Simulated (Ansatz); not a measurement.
# Li on Mo(110): change of the work function, part 3 of 4

Aim: the work function of Mo(110) at several coverages of Li (hollow site), and the dipole that each adsorbate carries.

Ansatz 0.2.0; plane-wave DFT, PBE, Ansatz PAW.

So far, work function, upper face (eV): step 2 (the clean slab) 4.60; step 3 (37 atoms, coverage 0.111 ML, cell 3x3) 3.40.

### 4. The covered slab, k-mesh 6×6×1, coverage 0.25 ML

System of this step: Li/Mo(110). The cell holds 17 atoms: 16 Mo and 1 Li. Its edges and angles: a = 5.456 Å, b = 5.456 Å, c = 27.102 Å, α = 90.0°, β = 90.0°, γ = 70.5°. Vacuum lies along c.

Another coverage, to see how the dipoles act on each other as their distance changes.

File input.yaml:

```yaml
crystal:
  lattice:
    - [4.4547727214, -3.15, 0.0]
    - [4.4547727214, 3.15, 0.0]
    - [0.0, 0.0, 27.1015886411]
  atoms:
    - { symbol: Mo, position: [0.0, 0.0, 0.3320838538] }
    - { symbol: Mo, position: [0.25, 0.25, 0.4142704145] }
    - { symbol: Mo, position: [0.0, 0.0, 0.4972773475] }
    - { symbol: Mo, position: [0.25, 0.25, 0.5764664966] }
    - { symbol: Mo, position: [0.0, 0.5, 0.3320838538] }
    - { symbol: Mo, position: [0.25, 0.75, 0.4142704145] }
    - { symbol: Mo, position: [0.0, 0.5, 0.4972773475] }
    - { symbol: Mo, position: [0.25, 0.75, 0.5764664966] }
    - { symbol: Mo, position: [0.5, 0.0, 0.3320838538] }
    - { symbol: Mo, position: [0.75, 0.25, 0.4142704145] }
    - { symbol: Mo, position: [0.5, 0.0, 0.4972773475] }
    - { symbol: Mo, position: [0.75, 0.25, 0.5764664966] }
    - { symbol: Mo, position: [0.5, 0.5, 0.3320838538] }
    - { symbol: Mo, position: [0.75, 0.75, 0.4142704145] }
    - { symbol: Mo, position: [0.5, 0.5, 0.4972773475] }
    - { symbol: Mo, position: [0.75, 0.75, 0.5764664966] }
    - { symbol: Li, position: [0.42, 0.42, 0.6679161462] }
kpoints:
  mp_grid: { grid: [6, 6, 1] }
hamiltonian:
  xc: pbe
scf:
  occupations: { method: fermi_dirac, width: 0.1 }
  convergence: { dr2_threshold: 1.0e-08 }
efield:
  axis: 3
  dipole_correction: true
  ramp_position: 0.97
  ramp_width: 0.06
relax:
  f_tol: 0.02
  max_steps: 60
  constraints: [{ sites: [0, 1, 4, 5, 8, 9, 12, 13] }]
output:
  dos: { projected: true, e_range: [-8, 4] }
  write_potential: true
  write_density: true
  volumetric_format: npy
  elf: true
```

Launch:

```
> ansatz run input.yaml --threads 4 --pin off --max-ram 16384MiB --backend cpu --events-out ev --progress --plain --runs-dir out
```

Numbers of over 12 decimals in the logs are rounded to 6 here.

What it wrote:

```text
[...]
Crystal: 17 atoms, lattice volume = 760.608 Å³
Basis set: ecut = 420 eV, 14839 PW (Γ), exchange–correlation on 80×80×384 points (8 copies of the dense FFT grid, shifted against one another)
Bands: 137, of which v1, the nominal top of the filled ones, is band 114 counted from 1 (113 counted from 0)
Symmetry: 2 space group operations
[...]
k-points: 13 of 36 (time reversal used)
[...]
SCF iter   1: F=—  HF=-79491.998118 eV  |F-HF|=—  |Δ(HF+E_count)|=         —  Δρ=4.88e-3  dr2=5.72e0  ethr=1.77e-3  p=0.549 e·Å  D=1.31e-1 V/Å  ΔV_dip=-3.54 eV  dr2_dipole=3.44e0  V_vac-E_F(+/−)=1.40/4.94 eV  ⟨swp⟩=9.3  Hψ=8742  notcnv=0  defer=1
[...]
SCF iter  10: F=-79491.880209 eV  HF=-79491.880209 eV  |F-HF|=3.16e-9  |Δ(HF+E_count)|=   5.00e-8  Δρ=5.55e-7  dr2=4.89e-9  ethr=4.41e-12  p=0.380 e·Å  D=9.04e-2 V/Å  ΔV_dip=-2.45 eV  dr2_dipole=1.12e-10  V_vac-E_F(+/−)=2.20/4.65 eV  ⟨swp⟩=14.4  Hψ=13417  notcnv=0
SCF 1 converged in 10 iterations: F = -79491.880209 eV  dr2 = 4.89e-9
[...]
relax step   1: F+E_penalty+E_count = -79491.88020889 eV  Δ(F+E_penalty+E_count) = +0.000e0 eV  max|allowed force component| = 4.509e-1 eV/Å  Δτ_max = 0.0000 Å  (10 SCF iters, accepted)
[...]
SCF iter   1: F=—  HF=-79491.937751 eV  |F-HF|=—  |Δ(HF+E_count)|=         —  Δρ=4.07e-3  dr2=4.07e-1  ethr=1.43e-4  p=0.380 e·Å  D=9.04e-2 V/Å  ΔV_dip=-2.45 eV  dr2_dipole=1.18e-1  V_vac-E_F(+/−)=2.22/4.67 eV  ⟨swp⟩=2.0  Hψ=5458  notcnv=0
[...]
eigensolver tolerance schedule calibrated: the retry pair's looser diagonalisation under-reported the residual by θ = 0.20 (0.15/decade); ethr = c·dr2/N_el runs at the constant in force after the calibration composes with the one it found (an armed cap, an earlier calibration), c = 4.3e-2
[...]
SCF iter   2: F=—  HF=-79491.923834 eV  |F-HF|=—  |Δ(HF+E_count)|=   1.39e-2  Δρ=1.75e-3  dr2=6.28e-2  ethr=7.65e-5  p=0.347 e·Å  D=8.27e-2 V/Å  ΔV_dip=-2.24 eV  dr2_dipole=1.48e-3  V_vac-E_F(+/−)=2.42/4.66 eV  ⟨swp⟩=2.8  Hψ=3265  notcnv=0
[...]
SCF iter  10: F=-79491.916996 eV  HF=-79491.916996 eV  |F-HF|=2.69e-9  |Δ(HF+E_count)|=   6.78e-9  Δρ=3.57e-7  dr2=2.39e-9  ethr=1.88e-12  p=0.338 e·Å  D=8.05e-2 V/Å  ΔV_dip=-2.18 eV  dr2_dipole=7.11e-11  V_vac-E_F(+/−)=2.48/4.66 eV  ⟨swp⟩=11.0  Hψ=12639  notcnv=0
SCF 2 converged in 10 iterations: F = -79491.916996 eV  dr2 = 2.39e-9
relax step   2: F+E_penalty+E_count = -79491.91699603 eV  Δ(F+E_penalty+E_count) = -3.679e-2 eV  max|allowed force component| = 4.017e-1 eV/Å  Δτ_max = 0.1919 Å  (10 SCF iters, accepted)
SCF iter   1: F=—  HF=-79491.951627 eV  |F-HF|=—  |Δ(HF+E_count)|=         —  Δρ=2.04e-3  dr2=3.62e-2  ethr=6.77e-4  p=0.338 e·Å  D=8.05e-2 V/Å  ΔV_dip=-2.18 eV  dr2_dipole=6.01e-4  V_vac-E_F(+/−)=2.48/4.66 eV  ⟨swp⟩=3.2  Hψ=3178  notcnv=0
[...]
SCF iter   9: F=-79491.948828 eV  HF=-79491.948828 eV  |F-HF|=5.78e-9  |Δ(HF+E_count)|=   1.50e-8  Δρ=4.15e-7  dr2=2.37e-9  ethr=4.41e-12  p=0.340 e·Å  D=8.09e-2 V/Å  ΔV_dip=-2.19 eV  dr2_dipole=2.84e-11  V_vac-E_F(+/−)=2.47/4.66 eV  ⟨swp⟩=12.2  Hψ=13573  notcnv=0
SCF 3 converged in 9 iterations: F = -79491.948828 eV  dr2 = 2.37e-9
relax step   3: F+E_penalty+E_count = -79491.94882805 eV  Δ(F+E_penalty+E_count) = -3.183e-2 eV  max|allowed force component| = 1.255e-1 eV/Å  Δτ_max = 0.1254 Å  (9 SCF iters, accepted)
[...]
relax step   4: F+E_penalty+E_count = -79491.96506958 eV  Δ(F+E_penalty+E_count) = -1.624e-2 eV  max|allowed force component| = 5.466e-2 eV/Å  Δτ_max = 0.2000 Å  (9 SCF iters, accepted)
[...]
relax step   5: F+E_penalty+E_count = -79491.97197158 eV  Δ(F+E_penalty+E_count) = -6.902e-3 eV  max|allowed force component| = 1.757e-2 eV/Å  Δτ_max = 0.1827 Å  (9 SCF iters, accepted)
SCF iter   1: F=—  HF=-79491.972192 eV  |F-HF|=—  |Δ(HF+E_count)|=         —  Δρ=6.95e-4  dr2=9.11e-3  ethr=4.20e-5  p=0.337 e·Å  D=8.01e-2 V/Å  ΔV_dip=-2.17 eV  dr2_dipole=1.66e-5  V_vac-E_F(+/−)=2.49/4.66 eV  ⟨swp⟩=2.9  Hψ=3925  notcnv=0
[...]
SCF iter   8: F=-79491.972697 eV  HF=-79491.972697 eV  |F-HF|=4.41e-9  |Δ(HF+E_count)|=   1.08e-7  Δρ=6.19e-7  dr2=6.81e-9  ethr=4.41e-12  p=0.335 e·Å  D=7.97e-2 V/Å  ΔV_dip=-2.16 eV  dr2_dipole=6.03e-10  V_vac-E_F(+/−)=2.50/4.66 eV  ⟨swp⟩=9.7  Hψ=14867  notcnv=0
SCF 6 converged in 8 iterations: F = -79491.972697 eV  dr2 = 6.81e-9
relax step   6: F+E_penalty+E_count = -79491.97269722 eV  Δ(F+E_penalty+E_count) = -7.256e-4 eV  max|allowed force component| = 1.269e-2 eV/Å  Δτ_max = 0.0924 Å  (8 SCF iters, accepted)
[...]
SCF converged after 8 iterations
Free energy (F): -79491.972697 eV
[...]
Internal energy: -79491.503335 eV  (E = F + TS)
E sigma→0 (E₀):  -79491.738016 eV
Entropy (-TS):   -0.469362 eV (-27.610 meV/atom)
Fermi energy:    4.721841 eV
Dipole field:    D = 0.079708 V/Å  (p = 0.335042 e·Å, saw-weighted, corrected)
Work function:   Φ+ = 2.4975 eV   Φ− = 4.6577 eV
[...]
--- Forces (eV/Å), atoms counted from 1 ---
  atom   1  Mo     0.00007107    -0.00000000     0.49989512
  atom   2  Mo     0.00512582     0.00000000    -0.49965860
  atom   3  Mo    -0.00084808    -0.00000000     0.00200348
  atom   4  Mo    -0.00018819     0.00000000    -0.01149470
  atom   5  Mo    -0.00007394     0.00012480     0.50234062
  atom   6  Mo     0.00188446    -0.00870433    -0.51989463
  atom   7  Mo    -0.00145568     0.00291579     0.00296372
  atom   8  Mo    -0.00175626    -0.00439234     0.00742986
  atom   9  Mo    -0.00007394    -0.00012480     0.50234062
  atom  10  Mo     0.00188446     0.00870433    -0.51989463
  atom  11  Mo    -0.00145568    -0.00291579     0.00296372
  atom  12  Mo    -0.00175626     0.00439234     0.00742986
  atom  13  Mo    -0.00004307    -0.00000000     0.53066981
  atom  14  Mo    -0.00118585     0.00000000    -0.49992652
  atom  15  Mo    -0.00350839     0.00000000    -0.00291731
  atom  16  Mo     0.00470738     0.00000000    -0.01268705
  atom  17  Li    -0.00132645    -0.00000000     0.00844615
  max |Σ_I F_I| component: 9.53e-6 eV/Å
--- Band table (eV; the first three rows and the last of 13) ---
  k-point 0: bands = [... 110 lower, 5.4673, 5.5460, 5.5570, 5.6406, 5.6822, 5.6983, 5.7207, 5.9029, ... 19 higher]
  k-point 1: bands = [... 110 lower, 5.0801, 5.2092, 5.3172, 5.3415, 5.3807, 5.6761, 5.7451, 5.7668, ... 19 higher]
  k-point 2: bands = [... 110 lower, 4.2882, 4.3463, 4.5396, 4.7476, 5.0312, 5.2418, 5.2981, 5.4673, ... 19 higher]
  k-point 12: bands = [... 110 lower, 3.9694, 3.9943, 4.0216, 4.0230, 4.0306, 4.1864, 4.2337, 4.6087, ... 19 higher]
--- Relaxed structure (6 steps of the walk, 6 accepted, 0 SCFs on fresh bases) ---
  F+E_penalty+E_count = -79491.97269722 eV   max|allowed force component| = 1.269e-2 eV/Å
  atoms:
    - { symbol: Mo, position: [0.0, 0.0, 0.3320838538] }
    - { symbol: Mo, position: [0.25, 0.25, 0.4142704145] }
    - { symbol: Mo, position: [5.501500868938959e-5, 5.5015008689390225e-5, 0.496613] }
    - { symbol: Mo, position: [0.251721, 0.251721, 0.578281] }
    - { symbol: Mo, position: [2.7755575615628914e-17, 0.5, 0.3320838538] }
    - { symbol: Mo, position: [0.250000, 0.75, 0.4142704145] }
    - { symbol: Mo, position: [0.000105131, 0.500036, 0.497002] }
    - { symbol: Mo, position: [0.246635, 0.753542, 0.576178] }
    - { symbol: Mo, position: [0.5, 2.7755575615628914e-17, 0.3320838538] }
    - { symbol: Mo, position: [0.75, 0.250000, 0.4142704145] }
    - { symbol: Mo, position: [0.500036, 0.000105131, 0.497002] }
    - { symbol: Mo, position: [0.753542, 0.246635, 0.576178] }
    - { symbol: Mo, position: [0.5, 0.5, 0.3320838538] }
    - { symbol: Mo, position: [0.75, 0.75, 0.4142704145] }
    - { symbol: Mo, position: [0.500086, 0.500086, 0.497036] }
    - { symbol: Mo, position: [0.748398, 0.748398, 0.578272] }
    - { symbol: Li, position: [0.500662, 0.500662, 0.661499] }
```

Wall time 5.2 min (4 threads of Arm Neoverse V1, shared host); peak memory 2.9 GiB.

Relaxation path:

| step | energy less that of the first step (eV) | largest force component (eV/Å) |
| --- | --- | --- |
| 1 | 0.0000 | 0.4509 |
| 2 | -0.0368 | 0.4017 |
| 3 | -0.0686 | 0.1255 |
| 4 | -0.0849 | 0.0547 |
| 5 | -0.0918 | 0.0176 |
| 6 | -0.0925 | 0.0127 |

Forces are held to the 2 operations that the run works with; a distortion that breaks them can't arise in this run.

The atoms that moved most (Å):

| atom | dx | dy | dz | length |
| --- | --- | --- | --- | --- |
| Li17 | 0.719 | 0.000 | -0.174 | 0.739 |
| Mo4 | 0.015 | 0.000 | 0.049 | 0.052 |
| Mo16 | -0.014 | 0.000 | 0.049 | 0.051 |
| Mo8 | 0.001 | 0.022 | -0.008 | 0.023 |
| Mo12 | 0.001 | -0.022 | -0.008 | 0.023 |
| Mo3 | 0.000 | 0.000 | -0.018 | 0.018 |
| Mo7 | 0.001 | 0.000 | -0.007 | 0.008 |
| Mo11 | 0.001 | 0.000 | -0.007 | 0.008 |

The relaxed structure:

```cif
data_structure
_symmetry_space_group_name_H-M 'P 1'
_symmetry_Int_Tables_number 1
_cell_length_a 5.4560
_cell_length_b 5.4560
_cell_length_c 27.1016
_cell_angle_alpha 90.000
_cell_angle_beta 90.000
_cell_angle_gamma 70.529
_cell_volume 760.61
loop_
_atom_site_label
_atom_site_type_symbol
_atom_site_fract_x
_atom_site_fract_y
_atom_site_fract_z
_atom_site_occupancy
Mo1 Mo 0.00000 0.00000 0.33208 1
Mo2 Mo 0.25000 0.25000 0.41427 1
Mo3 Mo 0.00006 0.00006 0.49661 1
Mo4 Mo 0.25172 0.25172 0.57828 1
Mo5 Mo 0.00000 0.50000 0.33208 1
Mo6 Mo 0.25000 0.75000 0.41427 1
Mo7 Mo 0.00011 0.50004 0.49700 1
Mo8 Mo 0.24664 0.75354 0.57618 1
Mo9 Mo 0.50000 0.00000 0.33208 1
Mo10 Mo 0.75000 0.25000 0.41427 1
Mo11 Mo 0.50004 0.00011 0.49700 1
Mo12 Mo 0.75354 0.24664 0.57618 1
Mo13 Mo 0.50000 0.50000 0.33208 1
Mo14 Mo 0.75000 0.75000 0.41427 1
Mo15 Mo 0.50009 0.50009 0.49704 1
Mo16 Mo 0.74840 0.74840 0.57827 1
Li17 Li 0.50066 0.50066 0.66150 1
```

This step gave:

```
energy at zero smearing        : -79491.7380 eV
work function, upper face      : 2.497 eV
work function, lower face      : 4.658 eV
dipole along the normal        : 0.3350 e·Å
step between the vacuum levels : -2.160 eV
```

The density of states has structure finer than the step of the table below, so its rows give means over 0.25 eV, whole bins alone (the curve runs from -8 to 1.44 eV). Peaks (eV: height): -3.160: 39.8, -2.950: 29.7, -2.740: 33.7, -2.560: 29.6, -1.680: 28.3, 0.960: 32.4, 1.020: 33.7.

The density of states by energy, zero at the Fermi level; means over each step:

energy (eV), density of states (states/eV a cell) and a bar:
```
    -7.00        0.0 
    -6.75        0.2 
    -6.50        0.9 #
    -6.25        0.9 #
    -6.00        1.0 #
    -5.75        1.1 #
    -5.50        1.9 ##
    -5.25        2.6 ###
    -5.00        7.9 #########
    -4.75       15.6 ##################
    -4.50       16.8 ###################
    -4.25       16.1 ##################
    -4.00       18.4 #####################
    -3.75       25.5 #############################
    -3.50       18.7 #####################
    -3.25       21.1 ########################
    -3.00       23.2 ##########################
    -2.75       23.8 ###########################
    -2.50       21.1 ########################
    -2.25       21.8 #########################
    -2.00       19.4 ######################
    -1.75       25.7 #############################
    -1.50       22.9 ##########################
    -1.25       19.6 ######################
    -1.00       15.2 #################
    -0.75       12.4 ##############
    -0.50       15.9 ##################
    -0.25       12.1 ##############
     0.00       14.4 ################
     0.25       18.0 ####################
     0.50       19.6 ######################
     0.75       21.5 ########################
     1.00       26.7 ##############################
     1.25       23.2 ##########################
```

Projected DOS per atom over height of the atomic layer and energy from the Fermi level. Layers: Mo4 Mo4 Mo4 Mo4 Li from below.

Ten even steps from '0' (0.00 states/eV) to '9' (1.83 states/eV), each cell a mean:
```
78761
87771
75461
53360
62251
62260
94480
86691
76570
87670
59960
67660
67760
37830
27720
01100
00000
00000
00000
00000
00000
00000
```
Columns: height of the atomic layer (Å) from 9 to 17.9; rows upwards: energy from the Fermi level (eV) from -7.96 to 1.45.

Valence density in the ca plane at fractional y = 0.500, with atoms of Mo and Li within 0.2 Å of it. It is the smooth field of the valence electrons, not physical close to the nuclei.

Ten steps, logarithmic in the rise over the least value, from '0' (0.0 e/Å³) to '9' (7.2 e/Å³), each cell a mean:
```
99853333334799864333221100000000000000000000
88643333333678743333321100000000000000000000
55433333333455433333322110000000000000000000
44333333333334333333322110000000000000000000
55433333333455433333322111000000000000000000
88643333333688753333322124200000000000000000
99853333334899864333222269710000000000000000
99853333335899964333222279820000000000000000
99743333334789853333322246500000000000000000
66533333333466543333322111100000000000000000
44333333333344333333322110000000000000000000
44333333333344333333322110000000000000000000
66533333333566543333322100000000000000000000
99753333334789853333321100000000000000000000
99853333335899964333221100000000000000000000
```
Columns run along c (16.0 Å, from fractional 0.32 to 0.92 of the cell), rows up along a (5.5 Å). Atoms in or near the plane, at fractional coordinates: Mo at (0.33, 0.00), Mo at (0.50, 0.00), Mo at (0.33, 0.50), Mo at (0.50, 0.50), Li at (0.66, 0.50).

ELF in the ca plane at fractional y = 0.500, with atoms of Mo and Li within 0.2 Å of it. It is the smooth field of the valence electrons, not physical close to the nuclei.

Ten even steps from '0' (0.00 × 1e-1) to '9' (9.90 × 1e-1), each cell a mean:
```
66633433432666742333344433211000000000000000
66423322332366523332334443321100000000000000
33234322343233223333344554432100000000000000
32344333344322234333345554221100000000000000
33234322343233223333345520000000000000000000
66423322332366523333345202200000000000000000
56633433432665742333344049920000000000000000
45633433433654652333454069930000000000000000
77523333332577632333345126500000000000000000
54223322332245323333345410000000000000000000
32234323344322234333345542111000000000000000
32234323344322234333345555432100000000000000
55323322332245323333344444321100000000000000
77523333332577632333334433221000000000000000
45633433433754652333344432211000000000000000
```
Columns run along c (16.0 Å, from fractional 0.32 to 0.92 of the cell), rows up along a (5.5 Å). Atoms in or near the plane, at fractional coordinates: Mo at (0.33, 0.00), Mo at (0.50, 0.00), Mo at (0.33, 0.50), Mo at (0.50, 0.50), Li at (0.66, 0.50).

Electrostatic potential energy in the ca plane at fractional y = 0.500, with atoms of Mo and Li within 0.2 Å of it. With pseudopotentials it is smooth inside the atoms' cores, unlike the true potential.

Ten even steps from '0' (-67 eV) to '9' (9 eV), each cell a mean:
```
00279999997300158999999999999999999999999999
33589999998633479999999999999999999999999999
77899999999877899999999999999999999999999999
88999988999988999999999999999999999999999999
77899999999877899999999999999999999999999999
23589999998632479999999987899999999999999999
00279999997300158999999865689999999999999999
00269999997200058999999854589999999999999999
01479999998410269999999976789999999999999999
55789999999765689999999998899999999999999999
88999999999988899999999999999999999999999999
88999999999988899999999999999999999999999999
55789999999755689999999999999999999999999999
01479999998410269999999999999999999999999999
00269999997200058999999999999999999999999999
```
Columns run along c (16.0 Å, from fractional 0.32 to 0.92 of the cell; values clipped at the 3rd and 97th percentile), rows up along a (5.5 Å). Atoms in or near the plane, at fractional coordinates: Mo at (0.33, 0.00), Mo at (0.50, 0.00), Mo at (0.33, 0.50), Mo at (0.50, 0.50), Li at (0.66, 0.50).

The relaxation took 6 steps and lowered the energy by 0.092 eV; the largest force on the free atoms ends at 0.013 eV/Å.

By hand: a sheet of dipoles makes a step −p/(ε₀A) in the electron's potential. With e/ε₀ = 180.95 V·Å, p = 0.3350 e·Å and A = 28.07 Å², that is −180.95 × (0.3350) / 28.07 = -2.160 eV, and the two vacuum levels of the run differ by -2.160 eV.

The covered face has 2.50 eV, -2.10 eV against the clean one; the bare back face has moved by -0.04 eV, a measure of how thin the slab is.

(Part 3 of 4 ends here.)

[Logs are printed without paths, hosts, clocks, repeated set-up lines and the standing remarks that a program may print on its own settings, such as how far it seeks lower states.]

[Hosts, paths, dates, database ids (printed as entryN), source tags and the programs' standing remarks are cut or masked in the printed files.]

[Maps of the electrostatic potential energy from Ansatz leave out the sawtooth potential of an applied field or a dipole correction, so their vacuum need not be flat; planar profiles and work functions include it.]
